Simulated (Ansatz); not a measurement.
# AgB (built on the sites of a database entry of InAg): following an unstable mode

Which phase does AgB (built on the sites of a database entry of InAg) fall into along its unstable mode, and how much energy does it gain?

Calculated with Ansatz 0.2.0; DFT PBEsol, scalar-relativistic, plane waves, PAW.

The structure was built from a prototype and need not be the compound's stable phase.

**1. The starting structure**

It takes space group Pm-3m (No. 221, cubic). The conventional cell has a = 2.861 Å, b = 2.861 Å, c = 2.861 Å, α = 90.00°, β = 90.00°, γ = 90.00°. Nearest to B lie 8 Ag at 2.48 Å. Ag has 8 B at 2.48 Å nearest. Farther neighbours are not listed.

**2. Phonons on a q mesh**

The cell comes from relaxations at this level that are not shown. Stability and thermal properties need the whole zone. Linear response on a 4×4×4 q mesh gives force constants as far as a supercell of that size would.

The input, input.yaml:

```yaml
crystal:
  lattice:
    - [2.8609203463, 0.0, 0.0]
    - [0.0, 2.8609203463, 0.0]
    - [0.0, 0.0, 2.8609203463]
  atoms:
    - { symbol: B, position: [0.5, 0.5, 0.5] }
    - { symbol: Ag, position: [0.0, 0.0, 0.0] }
kpoints:
  mp_grid: { grid: [16, 16, 16] }
hamiltonian:
  xc: pbesol
scf:
  occupations: { method: methfessel_paxton, width: 0.2 }
output:
  eigenvalues: true
phonons:
  method: dfpt
  qmesh: [4, 4, 4]
  temperatures: { t_max: 1000, t_step: 50 }
  qpath:
    path:
      - [[0.0, 0.0, 0.0], [0.0, 0.5, 0.0], [0.5, 0.5, 0.0], [0.0, 0.0, 0.0], [0.5, 0.5, 0.5], [0.0, 0.5, 0.0]]
      - [[0.5, 0.5, 0.5], [0.5, 0.5, 0.0]]
    npoints: 10
```

Command:

```console
ansatz run input.yaml --threads 4 --pin off --max-ram 7168MiB --backend cpu --events-out ev --progress --plain --runs-dir out
```

Numbers of over 12 decimals in the logs are rounded to 6 here.

What it wrote:

```text
Engine: ansatz 0.2.0, aarch64-unknown-linux-gnu
Pseudopotentials: kind: paw
Pseudopotential: B, paw, valence charge 3, recommended cutoff 420 eV (normal), B.paw.azcp
Pseudopotential: Ag, paw, valence charge 19, recommended cutoff 420 eV (normal), Ag.paw.azcp
Functional definition: PBEsol
  exchange = pbesol_x
  correlation = pbesol_c
Crystal: 2 atoms, lattice volume = 23.416 Å³
Basis set: ecut = 420 eV, 461 PW (Γ), exchange–correlation on 40×40×40 points (8 copies of the dense FFT grid, shifted against one another)
Bands: 15, of which v1, the nominal top of the filled ones, is band 11 counted from 1 (10 counted from 0)
Symmetry: 48 space group operations
k-points: 165 of 4096
Non-local potential: B, projectors of the file, l = 0: 2, l = 1: 2, l = 2: 1
Non-local potential: Ag, projectors of the file, l = 0: 3, l = 1: 2, l = 2: 2, l = 3: 1
PAW form: soft (Blöchl's): semilocal exchange-correlation on the pseudo side does not see the compensation charge
PAW frozen core: B, regenerated for the run's functional, and the local potential with it (the file was generated under x = pbe(κ = 0.804, μ = 0.219515), c = pbe(β = 0.066725))
PAW frozen core: Ag, regenerated for the run's functional, and the local potential with it (the file was generated under x = pbe(κ = 0.804, μ = 0.219515), c = pbe(β = 0.066725))
PAW one-centre angular grid: B, 110 points (default); XC on 64 Gauss nodes
PAW one-centre angular grid: Ag, 590 points (default); XC on 64 Gauss nodes
Initial density: superposition of atomic densities (neutral atoms: chi_scale 0, normalization atom), corrected by the library's trained network
Initial wavefunctions: pseudopotential atomic-orbital guess
Functional: x = pbesol(κ = 0.804, μ = 0.123457), c = pbesol(β = 0.046)
SCF iter   1: F=—  HF=-7672.294780 eV  |F-HF|=—  |Δ(HF+E_count)|=         —  Δρ=1.05e-2  dr2=2.07e-2  ethr=1.77e-3  ⟨swp⟩=4.2  Hψ=10748  notcnv=0
preconditioner: auto → none  [metal: Δε(μ)=0.005 eV  Ē_g=11.433 eV  σ=0.200 eV  W_gap=0.02  n_scr=6 (ndim 8)  ℏωp=28.7 eV  f_vac=0.000  D(μ)=0.69/eV (n_scr^D=6)  sad-step TF]
SCF iter   2: F=—  HF=-7672.289754 eV  |F-HF|=—  |Δ(HF+E_count)|=   5.03e-3  S|Δr|=    0.00e0  Δρ=4.76e-3  dr2=4.52e-3  ethr=9.40e-5  ⟨swp⟩=1.0  Hψ=3814  notcnv=0
SCF iter   3: F=—  HF=-7672.288193 eV  |F-HF|=—  |Δ(HF+E_count)|=   1.56e-3  S|Δr|=    0.00e0  Δρ=5.54e-4  dr2=5.43e-5  ethr=2.06e-5  ⟨swp⟩=2.1  Hψ=3557  notcnv=0
SCF iter   4: F=—  HF=-7672.288175 eV  |F-HF|=—  |Δ(HF+E_count)|=   1.72e-5  S|Δr|=    0.00e0  Δρ=5.31e-5  dr2=3.60e-7  ethr=2.47e-7  ⟨swp⟩=2.1  Hψ=3708  notcnv=0
SCF iter   5: F=—  HF=-7672.288166 eV  |F-HF|=—  |Δ(HF+E_count)|=   9.29e-6  S|Δr|=    0.00e0  Δρ=6.54e-6  dr2=7.38e-9  ethr=1.64e-9  ⟨swp⟩=2.8  Hψ=4504  notcnv=0
SCF iter   6: F=—  HF=-7672.288166 eV  |F-HF|=—  |Δ(HF+E_count)|=   1.61e-9  S|Δr|=    0.00e0  Δρ=4.17e-7  dr2=3.06e-11  ethr=3.35e-11  ⟨swp⟩=2.6  Hψ=4240  notcnv=0
SCF iter   7: F=-7672.288166 eV  HF=-7672.288166 eV  |F-HF|=0.00e0  |Δ(HF+E_count)|=  9.09e-12  S|Δr|=    0.00e0  Δρ=2.34e-8  dr2=7.31e-14  ethr=1.00e-12  ⟨swp⟩=5.0  Hψ=9102  notcnv=0
the search or the solves at the SCF's close seem to have found levels that the self-consistency loop had missed (the run counts 1). By its estimate they hold under 1e-12 electrons; where the run keeps them, the occupations were computed again with them
SCF 1 converged in 7 iterations: F = -7672.288166 eV  dr2 = 7.31e-14
  greatest PAW one-centre occupation: 1.001 electrons in one spin orbital (limit 2), on the Ag atom at site 1 (counted from 0), in its partial waves of l = 0
Initial density: read from a saved state, or passed on in memory by an earlier SCF of this step, an earlier step, the calling program or the single point that the run made first
iter 1 solved again at ethr=4.83e-10 eV; its pass at ethr=3.10e-3 eV (dr2=1.06e-7 eV) is discarded
SCF iter   1: F=—  HF=-7672.288166 eV  |F-HF|=—  |Δ(HF+E_count)|=         —  Δρ=1.12e-7  dr2=3.69e-12  ethr=4.83e-10  ⟨swp⟩=4.1  Hψ=19259  notcnv=0
preconditioner: auto → none  [metal: Δε(μ)=0.050 eV  Ē_g=11.459 eV  σ=0.200 eV  W_gap=0.21  n_scr=6 (ndim 8)  ℏωp=28.7 eV  f_vac=0.000  D(μ)=0.69/eV (n_scr^D=6)]
SCF iter   2: F=-7672.288166 eV  HF=-7672.288166 eV  |F-HF|=1.82e-12  |Δ(HF+E_count)|=  4.29e-10  S|Δr|=    0.00e0  Δρ=1.13e-7  dr2=2.99e-12  ethr=1.00e-12  ⟨swp⟩=4.6  Hψ=8740  notcnv=0
SCF 2 converged in 2 iterations: F = -7672.288166 eV  dr2 = 2.99e-12
phonons: the bands overlap, so this run is a metal and interpolates without the dipole-dipole term. If the crystal is really an insulator or semiconductor, its LO-TO splitting is missing
NSCF: frozen V_eff on 165 k-points
NSCF: frozen V_eff on 405 k-points
DFPT response loops at q = (0, 0, 0) (fractional): preconditioner auto → Kerker (q_TF=auto, 2.700 Å⁻¹) (partly filled bands, converged f_vac=0.000); β = 1.00, the filter's whole step (`scf.mixing.beta` (0.50) is not read by the response loops under this deck's `scf.mixing.preconditioner`; to damp them name `kerker` or `kerker_dos`, under which they read `scf.mixing.beta`, and type it under 1.00, their step now; both keys bind the ground state too); Broyden in place of MSR1
NSCF: frozen V_eff on 2592 k-points
DFPT response loops at q = (0, 0, 0.25) (fractional): mixed as the last ones told, above
NSCF: frozen V_eff on 1458 k-points
DFPT response loops at q = (0, 0, -0.5) (fractional): mixed as the last ones told, above
NSCF: frozen V_eff on 4608 k-points
DFPT response loops at q = (0, 0.25, 0.25) (fractional): mixed as the last ones told, above
NSCF: frozen V_eff on 2592 k-points
DFPT response loops at q = (0, 0.25, -0.5) (fractional): mixed as the last ones told, above
NSCF: frozen V_eff on 1458 k-points
DFPT response loops at q = (0, -0.5, -0.5) (fractional): mixed as the last ones told, above
NSCF: frozen V_eff on 4352 k-points
DFPT response loops at q = (0.25, 0.25, 0.25) (fractional): mixed as the last ones told, above
NSCF: frozen V_eff on 4608 k-points
DFPT response loops at q = (0.25, 0.25, -0.5) (fractional): mixed as the last ones told, above
NSCF: frozen V_eff on 2592 k-points
DFPT response loops at q = (0.25, -0.5, -0.5) (fractional): mixed as the last ones told, above
NSCF: frozen V_eff on 810 k-points
DFPT response loops at q = (-0.5, -0.5, -0.5) (fractional): mixed as the last ones told, above
SCF converged after 7 iterations
Stability not checked: this state was not tested for a lower state beside it, because cold or Methfessel-Paxton smearing, or corrected tetrahedra, fill the levels in a way that the test cannot read (fill_not_monotonic; see scf.lower_state_search)
Free energy (F): -7672.288166 eV
Harris-Foulkes:  -7672.288166 eV  (|F-HF|=0.00e0)
Internal energy: -7672.288959 eV  (E = F + TS)
E sigma→0 (E₀):  -7672.288364 eV
Entropy (-TS):   0.000793 eV (0.396 meV/atom)
Fermi energy:    16.745522 eV
--- Per-component energies (eV) ---
  E_band       = -238.220743
  E_kinetic    = 567.595228
  E_local      = -2461.367386  (includes V_loc(G=0)·N_el)
  E_nonlocal   = 94.106166
  E_hartree    = 1121.370692
  E_xc         = -214.504252
  E_vxc        = -271.056520  (∫ρ·V_xc dr)
  E_paw        = -3907.818750  (= ΣΔE_a)
  E_vpaw       = -410.239914  (= ΣTr[D̂ρ^β])
  E_aug_tail   = 0.000283  (compensation charges beyond the density's cutoff)
  E_ewald      = -2872.008389
  E_core_change = 0.337450  (= ΣΔE_core)
  E_smearing   = 0.000793  (= −TS)
  E_closure    = -0.000000  (closes the sum)
  Σ components = -7672.288166   (vs F -7672.288166, Δ=0.00e0)
--- Band table (eV; the first three rows and the last of 165) ---
  k-point 0: bands = [... 7 lower, 11.9683, 11.9683, 11.9683, 18.5087, 18.5087, 18.5087, 25.4615, 29.0173]
  k-point 1: bands = [... 7 lower, 11.9093, 11.9093, 11.9722, 18.2189, 18.6179, 18.6179, 25.5923, 28.9546]
  k-point 2: bands = [... 7 lower, 11.7487, 11.7487, 11.9833, 17.4833, 18.9272, 18.9272, 25.8655, 28.7753]
  k-point 164: bands = [... 7 lower, 12.8393, 12.8393, 14.0991, 19.3069, 19.3069, 19.3069, 20.9071, 20.9071]
--- Phonons (Γ-DFPT): 2 representative perturbations + reference (Σ response iterations 7) ---
  ASR residual: 9.231e-6 → 0.000e0 eV/Å²; symmetrization residual: 8.713e-7 eV/Å²
  ASR residual per site (eV/Å²): 2.43e-7 9.23e-6
  Γ frequencies (cm⁻¹): 0.00 0.00 0.00 187.54 187.54 187.54
--- Phonons (arbitrary-q DFPT): 10 irreducible q on the 4×4×4 mesh ---
  q = [0.0000, 0.0000, 0.0000] (star 1, of the zone-centre solve; hermiticity 1.37e-6, symmetrization 5.04e-12): -0.00 0.00 0.00 187.54 187.54 187.54
  q = [0.0000, 0.0000, 0.2500] (star 6, 4 solved perturbations in 4032 linear systems a pass and spin channel, the states on 1296 of 4096 k-point pairs; hermiticity 2.88e-7, symmetrization 2.19e-12): -12.38 -12.38 119.30 190.29 190.29 217.53
  q = [0.0000, 0.0000, -0.5000] (star 3, 4 solved perturbations in 2268 linear systems a pass and spin channel, the states on 729 of 4096 k-point pairs; hermiticity 4.94e-9, symmetrization 1.28e-9): 40.08 40.08 168.10 187.79 187.79 274.45
  q = [0.0000, 0.2500, 0.2500] (star 12, 4 solved perturbations in 7056 linear systems a pass and spin channel, the states on 2304 of 4096 k-point pairs; hermiticity 2.47e-7, symmetrization 1.57e-13): 42.42 52.28 118.72 206.61 215.66 238.39
  q = [0.0000, 0.2500, -0.5000] (star 12, 6 solved perturbations on 1296 of 4096 k-point pairs; hermiticity 9.76e-8, symmetrization 6.26e-10): 64.52 91.59 113.14 228.33 238.45 239.42
  q = [0.0000, -0.5000, -0.5000] (star 3, 4 solved perturbations in 2268 linear systems a pass and spin channel, the states on 729 of 4096 k-point pairs; hermiticity 1.57e-7, symmetrization 1.25e-11): -54.01 -54.01 67.51 235.90 235.90 250.28
  q = [0.2500, 0.2500, 0.2500] (star 8, 2 solved perturbations on 2176 of 4096 k-point pairs; hermiticity 9.16e-8, symmetrization 7.69e-13): -21.33 -21.33 116.21 195.32 195.32 304.66
  q = [0.2500, 0.2500, -0.5000] (star 12, 4 solved perturbations in 7056 linear systems a pass and spin channel, the states on 2304 of 4096 k-point pairs; hermiticity 6.29e-8, symmetrization 1.98e-9): -49.13 110.50 113.50 156.45 189.89 266.46
  q = [0.2500, -0.5000, -0.5000] (star 6, 4 solved perturbations in 4032 linear systems a pass and spin channel, the states on 1296 of 4096 k-point pairs; hermiticity 1.70e-7, symmetrization 4.39e-9): -112.74 -112.74 117.32 181.85 192.28 192.28
  q = [-0.5000, -0.5000, -0.5000] (star 1, 2 solved perturbations on 405 of 4096 k-point pairs; hermiticity 1.06e-9, symmetrization 5.28e-10): -141.74 -141.74 -141.74 148.66 148.66 148.66
  sum rule: each row above includes the acoustic sum rule's correction from the zone centre's row sums; it moved no ω² by more than (0.15 cm⁻¹)²
  mesh force constants: q→R imaginary residual 2.50e-18; ASR residual 9.231e-6 → 0.000e0 eV/Å²; symmetrization residual 6.217e-15 eV/Å²
  interpolated dispersion: 62 rows × 6 modes
  density of states and harmonic sums: on the 24×24×24 q-mesh, interpolated from the force constants of a 4×4×4 supercell (no non-analytic term)
  largest difference from the sums on the solved wave vectors: F 1.32e-1 eV, S 1.70e-4 and C_V 4.02e-5 eV/K
  zero-point energy: 0.051837 eV/cell   skipped modes (ω ≤ 0): 308, of them read as no rigid motion or as one in doubt: 305 (5.639e-1 modes/cell left out, lowest -141.74 cm⁻¹)   left out of the sums: 9.40e-2 of the cell's modes: C_V's classical limit lies that fraction below 3 k_B per atom; for a crystal, a wire or a layer, F and S can be off by more, and a phonons.interpolated_qmesh denser along its periods is the remedy for the sampling
```

Run time: 8.6 min. Hardware: 4 threads of Arm Neoverse N1, shared host; peak memory 2 GiB.

In the SCF lines HF is the Harris–Foulkes energy and dr2 the Hartree energy of the density residual, in eV; the loop may stop once dr2 is under the threshold and the program's other checks hold. Hψ counts applications of the Hamiltonian.

Numbers from this step:

| Item | Value |
| --- | --- |
| volume per atom | 11.71 Å³ |
| gap on the k-mesh | 0 eV |
| sum-rule residual before enforcement | 9.23e-6 eV/Å² |
| lowest frequency on the path | -141.7 cm⁻¹ |
| point group | m-3m |
| highest frequency on the path or at a solved wavevector | 304.7 cm⁻¹ |
| highest optical mode at the zone centre (no LO-TO term) | 187.5 cm⁻¹ |
| lowest optical zone-centre mode | 187.5 cm⁻¹ |
| lowest mode on the q mesh (acoustic modes at Γ apart) | -141.7 cm⁻¹ |

Frequencies (cm⁻¹) solved at each irreducible wavevector; negative means imaginary. Frequencies by wavevector, by row:

| q in reciprocal lattice units | star | mode 1 | mode 2 | mode 3 | mode 4 | mode 5 | mode 6 |
| --- | --- | --- | --- | --- | --- | --- | --- |
| 0 0 0 | 1 | 0 | 0 | 0 | 187.5 | 187.5 | 187.5 |
| 0 0 0.25 | 6 | -12.4 | -12.4 | 119.3 | 190.3 | 190.3 | 217.5 |
| 0 0 -0.5 | 3 | 40.1 | 40.1 | 168.1 | 187.8 | 187.8 | 274.4 |
| 0 0.25 0.25 | 12 | 42.4 | 52.3 | 118.7 | 206.6 | 215.7 | 238.4 |
| 0 0.25 -0.5 | 12 | 64.5 | 91.6 | 113.1 | 228.3 | 238.4 | 239.4 |
| 0 -0.5 -0.5 | 3 | -54 | -54 | 67.5 | 235.9 | 235.9 | 250.3 |
| 0.25 0.25 0.25 | 8 | -21.3 | -21.3 | 116.2 | 195.3 | 195.3 | 304.7 |
| 0.25 0.25 -0.5 | 12 | -49.1 | 110.5 | 113.5 | 156.4 | 189.9 | 266.5 |
| 0.25 -0.5 -0.5 | 6 | -112.7 | -112.7 | 117.3 | 181.8 | 192.3 | 192.3 |
| -0.5 -0.5 -0.5 | 1 | -141.7 | -141.7 | -141.7 | 148.7 | 148.7 | 148.7 |

Interpolated from a 4×4×4 q mesh. Phonon branches along the path, in cm⁻¹:

| point | branch 1 | branch 2 | branch 3 | branch 4 | branch 5 | branch 6 |
| --- | --- | --- | --- | --- | --- | --- |
| Γ | 0 | 0 | 0 | 188 | 188 | 188 |
| halfway | -12 | -12 | 119 | 190 | 190 | 218 |
| X | 40 | 40 | 168 | 188 | 188 | 274 |
| halfway | 64 | 92 | 113 | 228 | 238 | 239 |
| M | -54 | -54 | 68 | 236 | 236 | 250 |
| halfway | 42 | 52 | 119 | 207 | 216 | 238 |
| Γ | 0 | 0 | 0 | 188 | 188 | 188 |
| halfway | -21 | -21 | 116 | 195 | 195 | 305 |
| R | -142 | -142 | -142 | 149 | 149 | 149 |
| halfway | -49 | 110 | 114 | 156 | 190 | 266 |
| X | 40 | 40 | 168 | 188 | 188 | 274 |
| jump to R | -142 | -142 | -142 | 149 | 149 | 149 |
| halfway | -113 | -113 | 117 | 182 | 192 | 192 |
| M | -54 | -54 | 68 | 236 | 236 | 250 |

The phonon branches as a text plot (rows in cm⁻¹):

```
    295 |                              ****
    277 |      ***                                   *  **
    258 |         *    *             **             * **
    240 |    **    ***********             *       *  **      ***
    221 |   *     **       ****     *                         **
    202 |  *     **          ****      **         *  *  *
    184 |*********             ********  ** *      *******  **
    165 |      ***                         * *   ** *   ** *
    147 |     *   *                         ******     *  * *
    128 |   **     *       **                     ** **    **
    109 |                 *  **        ****        **        *
     91 |          **    *     *     **    *       * **       *
     72 |  *      * *******     *   *             *   **   *   **
     54 | *      *** *     ***                       *  *
     35 |*     ***    *   ****** * *                     *
     16 |    **       *        *** ****           *
     -2 |*              *       ***    *
    -21 | ***            *              *
    -39 |               *                ** *
    -58 |              *                            *           *
    -77 |                                  *     *            **
    -95 |                                        * *
   -114 |                                   **               *
   -132 |                                    ******       ***
         Γ      X      M          Γ            R        X|R     M
```

Symmetry leaves 10 wavevectors to solve. The lowest mode among them, the acoustic zeros apart, lies at q = (-0.5, -0.5, -0.5) and is imaginary, 141.7i cm⁻¹, so the energy falls along it.

**3. The mode frozen in, largest atomic shift 0 Å**

The mode followed lies at q = (0.25, -0.5, -0.5) with frequency 112.7i cm⁻¹ and is 2-fold degenerate, one of the unstable modes though not the softest. At small amplitude the distorted cell has space group no. 69 by a symmetry search on the positions. The undistorted cell that holds it gives the zero of energy on the same k mesh.

System of this step: AgB (built on the sites of a database entry of InAg). It takes space group Pm-3m (No. 221, cubic). The conventional cell has a = 2.861 Å, b = 2.861 Å, c = 2.861 Å, α = 90.00°, β = 90.00°, γ = 90.00°. Nearest to B lie 8 Ag at 2.48 Å. Ag has 8 B at 2.48 Å nearest. Farther neighbours are not listed.

The input, input.yaml:

```yaml
crystal:
  lattice:
    - [0.0, -2.8609203463, -2.8609203463]
    - [0.0, -2.8609203463, 2.8609203463]
    - [-5.7218406927, -2.8609203463, 0.0]
  atoms:
    - { symbol: B, position: [0.375, 0.875, 0.25] }
    - { symbol: B, position: [0.875, 0.375, 0.25] }
    - { symbol: B, position: [0.125, 0.625, 0.75] }
    - { symbol: B, position: [0.625, 0.125, 0.75] }
    - { symbol: Ag, position: [0.5, 0.5, 0.0] }
    - { symbol: Ag, position: [1.0, 0.0, 0.0] }
    - { symbol: Ag, position: [0.25, 0.25, 0.5] }
    - { symbol: Ag, position: [0.75, 0.75, 0.5] }
kpoints:
  mp_grid: { grid: [10, 10, 10] }
hamiltonian:
  xc: pbesol
scf:
  occupations: { method: methfessel_paxton, width: 0.2 }
output:
  forces: true
  stress: true
  eigenvalues: true
```

What it wrote:

```text
[...]
Crystal: 8 atoms, lattice volume = 93.665 Å³
Basis set: ecut = 420 eV, 1839 PW (Γ), exchange–correlation on 60×60×90 points (8 copies of the dense FFT grid, shifted against one another)
Bands: 53, of which v1, the nominal top of the filled ones, is band 44 counted from 1 (43 counted from 0)
Symmetry: 64 space group operations
[...]
k-points: 102 of 1000
[...]
k-point 0: bands = [... 40 lower, 15.4065, 15.5975, 15.5975, 15.5975, 15.5975, 18.5094, 18.5099, 18.5099, ... 5 higher]
  k-point 1: bands = [... 40 lower, 14.8487, 15.0361, 15.7494, 16.3872, 16.3872, 18.3208, 18.5801, 18.5801, ... 5 higher]
  k-point 2: bands = [... 40 lower, 14.1497, 14.6779, 16.0346, 17.2097, 17.2097, 17.8156, 18.7831, 18.7831, ... 5 higher]
  k-point 101: bands = [... 40 lower, 13.4405, 13.6316, 13.8994, 13.9126, 16.8815, 17.3901, 20.2107, 20.4595, ... 5 higher]
[key lines of the parts left out:]
SCF converged after 6 iterations
Free energy (F): -30689.147006 eV
Fermi energy:    16.756472 eV
P = ⅓ Tr σ = 0.0244 GPa (0.244 kbar)
```

Run time: 10 s. Hardware: 4 threads; peak memory 0.64 GiB.

Numbers from this step:

| Item | Value |
| --- | --- |
| pressure | 0.02445 GPa |
| energy from the undistorted cell | 0 meV/atom |

The run ends at a pressure of 0.02 GPa.

(Continued in part 2 of 3.)

[Logs are printed without paths, hosts, clocks, repeated set-up lines and the standing remarks that a program may print on its own settings, such as how far it seeks lower states.]

[Hosts, paths, dates, database ids (printed as entryN), source tags and the programs' standing remarks are cut or masked in the printed files.]
